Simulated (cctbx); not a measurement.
# Interatomic vectors of Sc2Zn3Fe3Ge3

Space group P-62m (no. 189), a = 7.2290 Å, b = 7.2290 Å, c = 3.8560 Å, α = 90.00°, β = 90.00°, γ = 120.00°, content Ge3 Zn3 Fe3 Sc2.

The data are simulated with cctbx, not measured: Cu Kα, λ = 1.54184 Å, to d = 0.83 Å, 70 % of the full sphere, strongest reflection 5000 counts, noise from counting, a 2 % proportional error and a noise floor of 15 counts (s.d.); no absorption.

Patterson synthesis, origin scaled to 1000:

```text
Patterson group P 6/m m m
      u       v       w   height  length (A)
  0.000   0.000   0.000   1000.0     0.00
  0.197   0.598   0.500    192.5     4.28
  0.247   0.623   0.000    149.5     3.93
  0.000   0.310   0.500    134.4     2.96
  0.000   0.500   0.500    128.9     4.10
  0.308   0.616   0.000    114.5     4.34
  0.117   0.406   0.000    112.1     2.62
  0.000   0.215   0.500    110.7     2.48
  0.000   0.333   0.000     92.7     2.41
  0.198   0.396   0.000     81.1     2.48
  0.144   0.288   0.500     72.8     2.64
  0.333   0.667   0.279    -14.6     4.31
  0.000   0.168   0.000    -15.8     1.22
  0.054   0.108   0.255    -15.9     1.19
```

**Question.** Which atom pairs make the peaks, and where is the heaviest atom?

A peak at u stands for all pairs with xi − xj = u, with weight Σ ZiZj against Σ Z² = 8682 at the origin. Peak heights follow these weights only roughly, since form factors, motion and series ripples differ, all vectors within 0.55 Å of a peak are counted as merged into it though the farther ones add only part of their weight, and F(000) is left out, which lowers the whole map:

| u | v | w | shortest length (Å) | height | 1000 ΣZiZj/ΣZ² | pairs in the cell |
| --- | --- | --- | --- | --- | --- | --- |
| 0.197 | 0.598 | 0.500 | 4.28 | 192 | 221 | 2 × Ge–Zn |
| 0.247 | 0.623 | 0.000 | 3.93 | 150 | 247 | 1 × Ge–Ge, 1 × Fe–Fe, 1 × Sc–Sc |
| 0.000 | 0.310 | 0.500 | 2.96 | 134 | 281 | 2 × Ge–Sc, 2 × Fe–Sc |
| 0.000 | 0.500 | 0.500 | 4.10 | 129 | 180 | 2 × Zn–Fe |
| 0.308 | 0.616 | 0.000 | 3.86 | 114 | 129 | 1 × Fe–Fe, 1 × Sc–Sc |
| 0.117 | 0.406 | 0.000 | 2.62 | 112 | 168 | 1 × Ge–Fe, 1 × Zn–Sc |
| 0.000 | 0.215 | 0.500 | 2.48 | 111 | 111 | 1 × Ge–Zn |
| 0.000 | 0.333 | 0.000 | 2.41 | 93 | 96 | 1 × Ge–Fe |
| 0.198 | 0.396 | 0.000 | 2.48 | 81 | 104 | 1 × Zn–Zn |
| 0.144 | 0.288 | 0.500 | 2.64 | 73 | 180 | 2 × Zn–Fe |

The table stops at ten peaks or at a height of 45, below which ripples compete. In the model behind the data Ge, the heaviest element, has 1 independent site: (0, 0.3880, 1/2), up to an allowed shift of origin; the Ge–Ge vectors are differences of these positions and their symmetry mates. Elements of similar Z can't be told apart from the map alone. The whole model:

| atom | mult. | x | y | z | Ueq (Å²) |
| --- | --- | --- | --- | --- | --- |
| Ge1 | 3 | 0 | 0.3880 | 1/2 | 0.0125 |
| Zn1 | 3 | 0 | 0.1954 | 0 | 0.0146 |
| Fe1 | 3 | 0 | 0.7109 | 1/2 | 0.0142 |
| Sc1 | 2 | 2/3 | 1/3 | 0 | 0.0179 |

This is a model crystal, built by substitution and not relaxed, with assumed displacement parameters.

[Logs are printed without paths, hosts, clocks, repeated set-up lines and the standing remarks that a program may print on its own settings, such as how far it seeks lower states.]
